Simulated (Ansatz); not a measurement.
## Compressing and expanding glassy Ca3Al2Si3O12 (160 atoms)

Aim: relax glassy Ca3Al2Si3O12 (160 atoms), then change its volume to read the bulk modulus from the stress.

Program: Ansatz 0.2.0. Level of theory: Kohn-Sham DFT, PBE, PAW (set soft_2), plane waves. Results are calculated unless marked as measured.

**1. The starting structure**

The cell holds 160 atoms: 16 Al, 24 Ca, 96 O and 24 Si. Its edges and angles: a = 12.814 Å, b = 12.814 Å, c = 12.814 Å, α = 90.0°, β = 90.0°, γ = 90.0°. 160 atoms (16 Al, 24 Ca, 96 O, 24 Si) placed at random at 2.84 g/cm³, melted at 4500 K for 20 ps at fixed volume with the Morse and Coulomb pair potential with partial charges (Pedone, Malavasi, Menziani, Cormack and Segre, J. Phys. Chem. B 110, 11780 (2006)). Quenched from 4500 K to 300 K at 20 K/ps and fixed volume, held 5 ps.

Limits known from the start: The quench rate of 20 K/ps far exceeds what a furnace or splat quench reaches, so expect more defects and frozen-in strain than in a real sample. The network of bonds at the start is that of the classical potential that made the cell, and needn't be the one that DFT or experiment would give. Only the Γ point is sampled.

**2. Single point at the start**

The forces at the start show how far the geometry lies from a minimum of this functional.

The input, input.yaml:

```yaml
crystal:
  lattice:
    - [12.8139, 0.0, 0.0]
    - [0.0, 12.8139, 0.0]
    - [0.0, 0.0, 12.8139]
  atoms:
    - { symbol: Al, position: [0.41438, 0.00022, 0.19347] }
    - { symbol: Al, position: [0.02224, 0.67724, 0.51031] }
    - { symbol: Al, position: [0.34917, 0.57489, 0.17254] }
    - { symbol: Al, position: [0.71186, 0.46326, 0.35312] }
    - { symbol: Al, position: [0.5235, 0.43529, 0.5153] }
    - { symbol: Al, position: [0.98157, 0.89109, 0.74414] }
    - { symbol: Al, position: [0.4806, 0.21302, 0.4533] }
    - { symbol: Al, position: [0.80705, 0.34761, 0.12215] }
    - { symbol: Al, position: [0.08985, 0.94842, 0.9058] }
    - { symbol: Al, position: [0.90609, 0.76462, 0.91339] }
    - { symbol: Al, position: [0.82964, 0.93529, 0.5146] }
    - { symbol: Al, position: [0.02938, 0.51103, 0.85705] }
    - { symbol: Al, position: [0.86832, 0.64909, 0.7001] }
    - { symbol: Al, position: [0.29699, 0.03962, 0.46725] }
    - { symbol: Al, position: [0.52618, 0.64993, 0.41082] }
    - { symbol: Al, position: [0.1728, 0.31109, 0.83147] }
    - { symbol: Ca, position: [0.25889, 0.78397, 0.33545] }
    - { symbol: Ca, position: [0.52298, 0.90219, 0.98253] }
    - { symbol: Ca, position: [0.82304, 0.21431, 0.47332] }
    - { symbol: Ca, position: [0.12361, 0.52293, 0.64376] }
    - { symbol: Ca, position: [0.32662, 0.28671, 0.2814] }
    - { symbol: Ca, position: [0.52518, 0.67168, 0.93974] }
    - { symbol: Ca, position: [0.7197, 0.81269, 0.19445] }
    - { symbol: Ca, position: [0.64851, 0.49389, 0.84991] }
    - { symbol: Ca, position: [0.53678, 0.43554, 0.22275] }
    - { symbol: Ca, position: [0.24646, 0.02632, 0.06027] }
    - { symbol: Ca, position: [0.01615, 0.42571, 0.08048] }
    - { symbol: Ca, position: [0.74601, 0.70432, 0.45254] }
    - { symbol: Ca, position: [0.22766, 0.25683, 0.52593] }
    - { symbol: Ca, position: [0.40045, 0.42041, 0.71311] }
    - { symbol: Ca, position: [0.02664, 0.2369, 0.26407] }
    - { symbol: Ca, position: [0.73816, 0.89261, 0.72033] }
    [... 122 atom lines left out ...]
    - { symbol: Si, position: [0.81081, 0.97105, 0.05035] }
    - { symbol: Si, position: [0.40081, 0.83092, 0.54055] }
    - { symbol: Si, position: [0.58583, 0.16303, 0.24858] }
    - { symbol: Si, position: [0.59463, 0.27585, 0.02899] }
    - { symbol: Si, position: [0.88485, 0.33008, 0.82467] }
    - { symbol: Si, position: [0.88297, 0.08394, 0.84518] }
kpoints:
  mp_grid: { grid: [1, 1, 1] }
hamiltonian:
  xc: pbe
scf:
  occupations: { method: gaussian, width: 0.05 }
output:
  forces: true
```

Run with:

```bash
ansatz run input.yaml --threads 4 --pin off --max-ram 8192MiB --backend cpu --events-out ev --progress --plain --runs-dir out
```

Numbers of over 12 decimals in the logs are rounded to 6 here.

Output:

```text
Engine: ansatz 0.2.0, aarch64-unknown-linux-gnu
Pseudopotentials: kind: paw
Pseudopotential: Al, paw, valence charge 3, recommended cutoff 420 eV (normal), Al.paw.azcp
Pseudopotential: Ca, paw, valence charge 10, recommended cutoff 420 eV (normal), Ca.paw.azcp
Pseudopotential: O, paw, valence charge 6, recommended cutoff 420 eV (normal), O.paw.azcp
Pseudopotential: Si, paw, valence charge 4, recommended cutoff 420 eV (normal), Si.paw.azcp
[... 5 lines on functional and potentials left out ...]
Crystal: 160 atoms, lattice volume = 2103.992 Å³
Basis set: ecut = 420 eV, 41155 PW (Γ), exchange–correlation on 180×180×180 points (8 copies of the dense FFT grid, shifted against one another)
Bands: 640, of which v1, the nominal top of the filled ones, is band 480 counted from 1 (479 counted from 0)
Symmetry: 1 space group operations
Space group: P1 (ITA 1), of the structure as read, at distance tolerance 1.3e-4 Å
k-points: 1
[... 9 lines on functional and potentials left out ...]
Initial density: superposition of atomic densities (neutral atoms: chi_scale 0, normalization atom), corrected by the library's trained network
Initial wavefunctions: pseudopotential atomic-orbital guess
Functional: x = pbe(κ = 0.804, μ = 0.219515), c = pbe(β = 0.066725)
SCF iter   1: F=—  HF=-122147.886970 eV  |F-HF|=—  |Δ(HF+E_count)|=         —  Δρ=2.17e-3  dr2=1.24e-1  ethr=1.77e-3  ⟨swp⟩=7.0  Hψ=2993  notcnv=0  defer=123
preconditioner: auto → Resta (q_TF=auto, 2.394 Å⁻¹)  ε∞=3.5  [insulator: Δε(μ)=3.190 eV  Ē_g=15.555 eV  σ=0.050 eV  W_gap=1.00  n_scr=460 (ndim 8)  ℏωp=24.4 eV  f_vac=0.078  D(μ)=0.00/eV (n_scr^D=0)  ε∞_Penn≈3.5]
SCF iter   2: F=—  HF=-122147.889411 eV  |F-HF|=—  |Δ(HF+E_count)|=   2.44e-3  Δρ=1.17e-3  dr2=2.96e-2  ethr=1.29e-5  ⟨swp⟩=2.0  Hψ=1185  notcnv=0  defer=134
SCF iter   3: F=—  HF=-122147.893098 eV  |F-HF|=—  |Δ(HF+E_count)|=   3.69e-3  Δρ=5.05e-4  dr2=8.43e-3  ethr=3.08e-6  ⟨swp⟩=2.0  Hψ=778  notcnv=0  defer=50
automatic band count: iteration 3 solves 556 bands in place of 640: the levels show a gap, and the empty bands left out lie too high to hold charge; the band table lists the bands solved (type scf.n_extra_bands for more)
SCF iter   4: F=—  HF=-122147.894594 eV  |F-HF|=—  |Δ(HF+E_count)|=   1.50e-3  Δρ=1.60e-4  dr2=6.55e-4  ethr=8.78e-7  ⟨swp⟩=2.0  Hψ=775  notcnv=0  defer=50
SCF iter   5: F=—  HF=-122147.894713 eV  |F-HF|=—  |Δ(HF+E_count)|=   1.19e-4  Δρ=9.73e-5  dr2=1.93e-4  ethr=6.83e-8  ⟨swp⟩=2.0  Hψ=804  notcnv=0  defer=50
SCF iter   6: F=—  HF=-122147.894722 eV  |F-HF|=—  |Δ(HF+E_count)|=   8.95e-6  Δρ=4.33e-5  dr2=3.67e-5  ethr=2.01e-8  ⟨swp⟩=2.0  Hψ=803  notcnv=0  defer=50
SCF iter   7: F=—  HF=-122147.895909 eV  |F-HF|=—  |Δ(HF+E_count)|=   1.19e-3  Δρ=1.41e-5  dr2=4.37e-6  ethr=3.82e-9  ⟨swp⟩=2.0  Hψ=1033  notcnv=0  defer=72
SCF iter   8: F=—  HF=-122147.895912 eV  |F-HF|=—  |Δ(HF+E_count)|=   2.94e-6  Δρ=8.17e-6  dr2=1.44e-6  ethr=4.55e-10  ⟨swp⟩=2.0  Hψ=812  notcnv=0  defer=72
SCF iter   9: F=—  HF=-122147.895913 eV  |F-HF|=—  |Δ(HF+E_count)|=   8.40e-7  Δρ=2.19e-6  dr2=1.27e-7  ethr=1.50e-10  ⟨swp⟩=2.0  Hψ=937  notcnv=0  defer=72
SCF iter  10: F=-122147.895913 eV  HF=-122147.895913 eV  |F-HF|=4.99e-9  |Δ(HF+E_count)|=   1.24e-7  Δρ=1.47e-6  dr2=4.30e-8  ethr=1.04e-11  ⟨swp⟩=4.0  Hψ=1680  notcnv=0
SCF 1 converged in 10 iterations: F = -122147.895913 eV  dr2 = 4.30e-8
  greatest PAW one-centre occupation: 0.995 electrons in one spin orbital (limit 2), on the Ca atom at site 30 (counted from 0), in its partial waves of l = 0
SCF converged after 10 iterations
Free energy (F): -122147.895913 eV
Harris-Foulkes:  -122147.895913 eV  (|F-HF|=4.99e-9)
Internal energy: -122147.895913 eV  (E = F + TS)
E sigma→0 (E₀):  -122147.895913 eV
Fermi energy:    6.981312 eV
--- Per-component energies (eV) ---
  E_band       = -4997.144962
  E_kinetic    = 25305.151664
  E_local      = -61046.841197  (includes V_loc(G=0)·N_el)
  E_nonlocal   = 6887.463830
  E_hartree    = 21967.733660
  E_xc         = -12465.410486
  E_vxc        = -14899.711612  (∫ρ·V_xc dr)
  E_paw        = -55634.741505  (= ΣΔE_a)
  E_vpaw       = -5178.916023  (= ΣTr[D̂ρ^β])
  E_aug_tail   = 0.242649  (compensation charges beyond the density's cutoff)
  E_ewald      = -47161.494528
  E_smearing   = -0.000000  (= −TS)
  E_closure    = 0.000000  (closes the sum)
  Σ components = -122147.895913   (vs F -122147.895913, Δ=0.00e0)
--- Forces (eV/Å), atoms counted from 1 ---
  atom   1  Al    -0.05315331     0.07909932     0.32794762
  atom   2  Al    -1.17253867    -0.21317862     1.86244584
  atom   3  Al    -2.10842300    -1.82959371    -0.71985421
  atom   4  Al    -0.19067541     0.56040292    -1.60900982
  atom   5  Al     2.04136816     1.02101057    -0.79776853
  atom   6  Al    -0.05539364    -2.62324515    -1.65081998
  atom   7  Al     0.81230498     0.09959108    -0.47837166
  atom   8  Al    -3.00150293     0.84696689     1.25798621
  atom   9  Al     1.08581027    -1.57059170     1.51025739
  atom  10  Al     0.22080955     2.14773292    -0.29571587
  atom  11  Al    -1.57031199    -1.86096911     0.74650341
  atom  12  Al     0.79338020    -0.21694081    -0.33424488
  atom  13  Al     1.13933583    -0.29186687    -1.23086158
  atom  14  Al     0.94823002    -1.48503933    -0.45885206
[...]
atom 159  Si    -1.83968767    -0.64241806    -1.19987917
  atom 160  Si    -2.86639895     1.54199921     1.37500188
  max |Σ_I F_I| component: 2.89e-5 eV/Å
```

Elapsed: 43 s, on 4 threads of Arm Neoverse V1, shared host; peak memory 3.4 GiB.

The column dr2 measures how far the density is from self-consistency, as an energy; F and HF (Harris–Foulkes) agree once it is small.

The r.m.s. force at the start is 1.3 eV/Å.

**3. Cell and atoms relaxed**

Cell and atoms are freed together, to release stress as well as forces.

The input, input.yaml:

```yaml
crystal:
  lattice:
    - [12.8139, 0.0, 0.0]
    - [0.0, 12.8139, 0.0]
    - [0.0, 0.0, 12.8139]
  atoms:
    [... the 160 atom lines of step 2 ...]
kpoints:
  mp_grid: { grid: [1, 1, 1] }
hamiltonian:
  xc: pbe
scf:
  occupations: { method: gaussian, width: 0.05 }
output:
  forces: true
relax:
  f_tol: 0.05
  max_steps: 150
  cell: {}
```

Output:

```text
[...]
Crystal: 160 atoms, lattice volume = 2103.992 Å³
Basis set: ecut = 420 eV, 41155 PW (Γ), exchange–correlation on 180×180×180 points (8 copies of the dense FFT grid, shifted against one another)
Bands: 640, of which v1, the nominal top of the filled ones, is band 480 counted from 1 (479 counted from 0)
Symmetry: 1 space group operations
[...]
k-points: 1
[...]
SCF iter   1: F=—  HF=-122147.886970 eV  |F-HF|=—  |Δ(HF+E_count)|=         —  Δρ=2.17e-3  dr2=1.24e-1  ethr=1.77e-3  ⟨swp⟩=7.0  Hψ=2993  notcnv=0  defer=123
[...]
SCF iter  10: F=-122147.895913 eV  HF=-122147.895913 eV  |F-HF|=4.02e-9  |Δ(HF+E_count)|=   1.20e-7  Δρ=1.47e-6  dr2=4.27e-8  ethr=1.04e-11  ⟨swp⟩=4.0  Hψ=1764  notcnv=0
SCF 1 converged in 10 iterations: F = -122147.895913 eV  dr2 = 4.27e-8
[...]
relax step   1: F+E_penalty+E_count = -122147.89591302 eV  Δ(F+E_penalty+E_count) = +0.000e0 eV  max|allowed force component| = 5.389e0 eV/Å  Δτ_max = 0.0000 Å  P = +4.828 GPa  Ω = 2103.992 Å³  (10 SCF iters, dr2 threshold 1.00e-7 eV, accepted)
[... from here on, the SCF cycles and remarks between the steps are left out ...]
relax step   2: F+E_penalty+E_count = -122156.14730160 eV  Δ(F+E_penalty+E_count) = -8.251e0 eV  max|allowed force component| = 2.614e0 eV/Å  Δτ_max = 0.1995 Å  P = +3.268 GPa  Ω = 2086.833 Å³  energy of the carried Pulay correction = +5.696e-2 eV  (8 SCF iters, dr2 threshold 1.60e-5 eV, accepted)
relax step   3: F+E_penalty+E_count = -122159.76546533 eV  Δ(F+E_penalty+E_count) = -3.618e0 eV  max|allowed force component| = 9.295e-1 eV/Å  Δτ_max = 0.1976 Å  P = +0.327 GPa  Ω = 2105.847 Å³  energy of the carried Pulay correction = -6.131e-3 eV  (8 SCF iters, dr2 threshold 1.60e-5 eV, accepted)
relax step   4: F+E_penalty+E_count = -122160.94799874 eV  Δ(F+E_penalty+E_count) = -1.183e0 eV  max|allowed force component| = 4.504e-1 eV/Å  Δτ_max = 0.2000 Å  P = +0.198 GPa  Ω = 2109.141 Å³  energy of the carried Pulay correction = -1.700e-2 eV  (7 SCF iters, dr2 threshold 1.60e-5 eV, accepted)
relax step   5: F+E_penalty+E_count = -122161.29214212 eV  Δ(F+E_penalty+E_count) = -3.441e-1 eV  max|allowed force component| = 2.526e-1 eV/Å  Δτ_max = 0.2000 Å  P = -0.084 GPa  Ω = 2122.121 Å³  energy of the carried Pulay correction = -5.968e-2 eV  (8 SCF iters, dr2 threshold 1.27e-5 eV, accepted)
relax step   6: F+E_penalty+E_count = -122161.33673170 eV  Δ(F+E_penalty+E_count) = -4.459e-2 eV  max|allowed force component| = 2.450e-1 eV/Å  Δτ_max = 0.2000 Å  P = +0.164 GPa  Ω = 2115.213 Å³  energy of the carried Pulay correction = -3.700e-2 eV  (8 SCF iters, dr2 threshold 3.99e-6 eV, accepted)
relax step   7: F+E_penalty+E_count = -122161.40006395 eV  Δ(F+E_penalty+E_count) = -6.333e-2 eV  max|allowed force component| = 9.667e-2 eV/Å  Δτ_max = 0.1171 Å  P = -0.037 GPa  Ω = 2121.299 Å³  energy of the carried Pulay correction = -5.699e-2 eV  (7 SCF iters, dr2 threshold 3.75e-6 eV, accepted)
relax step   8: F+E_penalty+E_count = -122161.30938188 eV  Δ(F+E_penalty+E_count) = +9.068e-2 eV  max|allowed force component| = 3.361e-1 eV/Å  Δτ_max = 0.2000 Å  P = +0.094 GPa  Ω = 2116.179 Å³  energy of the carried Pulay correction = -4.018e-2 eV  (9 SCF iters, dr2 threshold 5.84e-7 eV, rejected (line search))
relax step   9: F+E_penalty+E_count = -122161.41004438 eV  Δ(F+E_penalty+E_count) = -9.980e-3 eV  max|allowed force component| = 1.427e-1 eV/Å  Δτ_max = 0.0377 Å  P = -0.002 GPa  Ω = 2120.603 Å³  energy of the carried Pulay correction = -5.471e-2 eV  (12 SCF iters, accepted)
relax step  10: F+E_penalty+E_count = -122161.42246314 eV  Δ(F+E_penalty+E_count) = -1.242e-2 eV  max|allowed force component| = 4.109e-2 eV/Å  Δτ_max = 0.0434 Å  P = +0.020 GPa  Ω = 2119.923 Å³  energy of the carried Pulay correction = -5.248e-2 eV  (7 SCF iters, dr2 threshold 1.27e-6 eV, accepted)
relax step  11: F+E_penalty+E_count = -122161.49426379 eV  Δ(F+E_penalty+E_count) = -7.180e-2 eV  max|allowed force component| = 4.118e-2 eV/Å  Δτ_max = 0.0000 Å  P = +0.081 GPa  Ω = 2119.923 Å³  stress off target by 1.82e-1 GPa  SCF on the basis re-selected at this cell (its energy is not comparable with the rows above)  (7 SCF iters)
relax step  12: F+E_penalty+E_count = -122161.41626022 eV  Δ(F+E_penalty+E_count) = +7.800e-2 eV  max|allowed force component| = 1.449e-1 eV/Å  Δτ_max = 0.1500 Å  P = +0.005 GPa  Ω = 2123.312 Å³  energy of the carried Pulay correction = -1.095e-2 eV  (10 SCF iters, dr2 threshold 8.26e-8 eV, rejected (line search))
relax step  13: F+E_penalty+E_count = -122161.48985114 eV  Δ(F+E_penalty+E_count) = +4.413e-3 eV  max|allowed force component| = 2.862e-2 eV/Å  Δτ_max = 0.0192 Å  P = -0.007 GPa  Ω = 2122.605 Å³  energy of the carried Pulay correction = -8.804e-3 eV  (12 SCF iters, accepted)
relax step  14: F+E_penalty+E_count = -122161.50057059 eV  Δ(F+E_penalty+E_count) = -1.072e-2 eV  max|allowed force component| = 2.870e-2 eV/Å  Δτ_max = 0.0000 Å  P = -0.004 GPa  Ω = 2122.605 Å³  stress off target by 1.41e-2 GPa  SCF on the basis re-selected at this cell (its energy is not comparable with the rows above)  (5 SCF iters)
[...]
SCF converged after 5 iterations
Free energy (F): -122161.500571 eV
[...]
Internal energy: -122161.500571 eV  (E = F + TS)
E sigma→0 (E₀):  -122161.500571 eV
Fermi energy:    6.880847 eV
[...]
--- Forces (eV/Å), atoms counted from 1 ---
  atom   1  Al     0.00625414     0.00144043     0.00560107
  atom   2  Al    -0.00099318    -0.00122007    -0.00045667
  atom   3  Al    -0.01698805     0.00368236    -0.00672464
  atom   4  Al     0.00074859     0.00100427     0.00455305
  atom   5  Al     0.00396245     0.00706695     0.00392655
  atom   6  Al    -0.01192185     0.00130468    -0.00322728
  atom   7  Al     0.00798267    -0.00096669    -0.00134371
  atom   8  Al     0.00451270     0.00389226     0.00772904
  atom   9  Al    -0.00333373     0.00385582     0.00555060
  atom  10  Al     0.00440135    -0.00214277    -0.01146994
  atom  11  Al     0.00184951     0.00074049     0.00161873
  atom  12  Al     0.00536229     0.00266838    -0.00638465
  atom  13  Al    -0.00343085    -0.00021007    -0.00705144
  atom  14  Al    -0.00780977     0.00295341    -0.00779263
[...]
atom 159  Si    -0.01240480    -0.00160186    -0.01059285
  atom 160  Si     0.00487297     0.00207227    -0.00880155
  max |Σ_I F_I| component: 6.81e-5 eV/Å
--- Stress (GPa, compression-positive) ---
        0.001140       0.012847      -0.000183
        0.012845       0.001193       0.001742
       -0.000181       0.001740      -0.013012
  P = ⅓ Tr σ = -0.0036 GPa (-0.036 kbar)
--- Relaxed structure (12 steps of the walk, 10 accepted, 2 SCFs on fresh bases) ---
  F+E_penalty+E_count = -122161.50057059 eV   max|allowed force component| = 2.870e-2 eV/Å   (the final SCF, on the basis selected at the relaxed cell)
  cell:  # Å, volume = 2122.6050 Å³
    - [12.932680, 0.120986, -0.015401]
    - [0.120986, 12.860228, -0.074870]
    - [-0.015401, -0.074870, 12.763965]
  atoms:
    - { symbol: Al, position: [0.414678, 0.00515451, 0.197916] }
    - { symbol: Al, position: [0.036595, 0.674478, 0.509372] }
    - { symbol: Al, position: [0.347207, 0.574795, 0.155180] }
    - { symbol: Al, position: [0.708489, 0.472686, 0.348098] }
[...]
- { symbol: Si, position: [0.880789, 0.076823, 0.846795] }
```

It took 11 min on 4 threads; peak memory 3.5 GiB.

The relaxation converged after 12 steps, with a largest force component of 0.029 eV/Å.

[end of part 1 of 3]

[Logs are printed without paths, hosts, clocks, repeated set-up lines and the standing remarks that a program may print on its own settings, such as how far it seeks lower states.]

[Hosts, paths, dates, database ids (printed as entryN), source tags and the programs' standing remarks are cut or masked in the printed files.]
